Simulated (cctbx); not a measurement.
# Be2IrO4 across an absorption edge

Space group P2_1/c (no. 14), a = 5.2600 Å, b = 5.9280 Å, c = 10.7640 Å, α = 90.00°, β = 116.20°, γ = 90.00°.

| atom | mult. | x | y | z | Ueq (Å²) |
| --- | --- | --- | --- | --- | --- |
| Ir1 | 4 | 0.2055 | 0.1410 | 0.4748 | 0.0091 |
| O1 | 4 | 0.0593 | 0.8678 | 0.1204 | 0.0228 |
| O2 | 4 | 0.4790 | 0.1214 | 0.3871 | 0.0166 |
| O3 | 4 | 0.4885 | 0.3702 | 0.6117 | 0.0208 |
| O4 | 4 | 0.0563 | 0.3752 | 0.1105 | 0.0164 |
| Be1 | 4 | 0.7847 | 0.1389 | 0.0272 | 0.0216 |
| Be2 | 4 | 0.4871 | 0.6227 | 0.7457 | 0.0258 |

This is a model crystal, built by substitution and not relaxed, with assumed displacement parameters.

Calculated with cctbx: free-atom f′ and f″ from the Sasaki tables, no fine structure; amplitudes in electrons.

| E (eV) | F 0 2 0 | F 0 1 3 | F 0 2 1 | F 0 1 1 |
| --- | --- | --- | --- | --- |
| 10615 | 49.7 | 124.9 | 27.7 | 153.9 |
| 10965 | 48.4 | 121.0 | 26.6 | 149.5 |
| 11095 | 47.2 | 117.9 | 25.8 | 146.0 |
| 11155 | 46.2 | 114.9 | 25.0 | 142.6 |
| 11185 | 45.1 | 111.9 | 24.1 | 139.2 |
| 11200 | 44.1 | 109.0 | 23.3 | 135.9 |
| 11207 | 43.2 | 106.4 | 22.6 | 133.1 |
| 11211 | 42.2 | 103.8 | 21.9 | 130.1 |
| 11219 | 42.1 | 103.8 | 22.1 | 129.8 |
| 11223 | 43.4 | 107.4 | 23.1 | 134.0 |
| 11230 | 44.5 | 110.4 | 23.9 | 137.4 |
| 11245 | 45.7 | 113.6 | 24.8 | 141.0 |
| 11275 | 46.8 | 116.7 | 25.6 | 144.5 |
| 11365 | 48.1 | 120.6 | 26.6 | 148.9 |
| 11615 | 49.6 | 124.7 | 27.8 | 153.6 |

**Question.** Which edge is crossed, and why do the reflections move as they do?

The L3 edge of Ir. The edge is at 11215 eV. f′ of Ir falls from -12.1 e at 11095 eV to -18.5 e at 4 eV below it, and f″ steps from 3.86 to 10.19 e across it. Over that approach |F| changes by -11 % (0 2 0), -12 % (0 1 3), -15 % (0 2 1) and -11 % (0 1 1): a reflection falls where Ir scatters in phase with the total and rises where it scatters against it; it hardly moves where the Ir term is small or cancels by symmetry. Above the edge the larger f″ enters the imaginary part, where it can add to or cancel the other atoms' f″. The structure is centrosymmetric, so Friedel mates stay equal.
